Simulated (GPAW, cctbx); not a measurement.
# Reading charge transfer from structure factors

ZnCr2As2, P-3m1 (no. 164), a = 4.4123 Å, b = 4.4123 Å, c = 5.0740 Å, α = 90.00°, β = 90.00°, γ = 120.00°.

| atom | mult. | x | y | z |
| --- | --- | --- | --- | --- |
| As1 | 2 | 2/3 | 1/3 | 0.3025 |
| Zn1 | 1 | 0 | 0 | 0 |
| Cr1 | 2 | 2/3 | 1/3 | 0.8058 |

The cell comes from substitution in a known structure type and wasn't matched to any measured phase.

Absolute values of the static structure factors of the conventional cell from DFT (PBE, GPAW) against free spherical atoms, in electrons:

| hkl | d (Å) | free atoms | crystal |
| --- | --- | --- | --- |
| 001 | 5.074 | 23.21 | 23.19 |
| 100 | 3.821 | 22.94 | 23.15 |
| 101 | 3.052 | 41.73 | 41.99 |
| 1 0 -1 | 3.052 | 14.04 | 13.77 |
| 002 | 2.537 | 45.23 | 45.01 |
| 110 | 2.206 | 108.14 | 107.64 |
| 102 | 2.114 | 10.13 | 10.21 |
| 1 0 -2 | 2.114 | 100.69 | 100.20 |
| 111 | 2.023 | 18.00 | 17.77 |
| 200 | 1.911 | 18.13 | 17.89 |

**Question.** Which way does charge move, and which reflections show it best?

Project each element's phase sum on the total phase. At low angle |F| should rise if density moves to atoms that scatter in phase and fall if it moves to atoms that scatter against it.

| hkl | As in phase | Zn in phase | Cr in phase | change (e) | (%) |
| --- | --- | --- | --- | --- | --- |
| 001 | -0.6 | +1.0 | +0.7 | -0.01 | -0.1 |
| 100 | +1.0 | -1.0 | +1.0 | +0.21 | +0.9 |
| 101 | +2.0 | +1.0 | -2.0 | +0.26 | +0.6 |
| 1 0 -1 | -1.3 | +1.0 | +1.3 | -0.27 | -1.9 |
| 002 | +1.6 | -1.0 | +1.5 | -0.22 | -0.5 |
| 110 | +2.0 | +1.0 | +2.0 | -0.50 | -0.5 |
| 102 | -0.3 | +1.0 | -0.4 | +0.07 | +0.7 |
| 1 0 -2 | +1.9 | +1.0 | +1.9 | -0.49 | -0.5 |

Low-angle reflections that set elements apart and change by more than 0.05 e: 100, 101, 1 0 -1, 002 and 102. The real-space density gives Voronoi charges As -0.16, Zn +0.15, Cr +0.08 e. The signs that these charges predict hold for 100, 101 and 1 0 -1 and fail for 002 and 102, so the simple rule can't give the direction here. The reflections see the density near the nuclei and the atoms' change of size and shape; Voronoi cells count what crosses the midplanes.
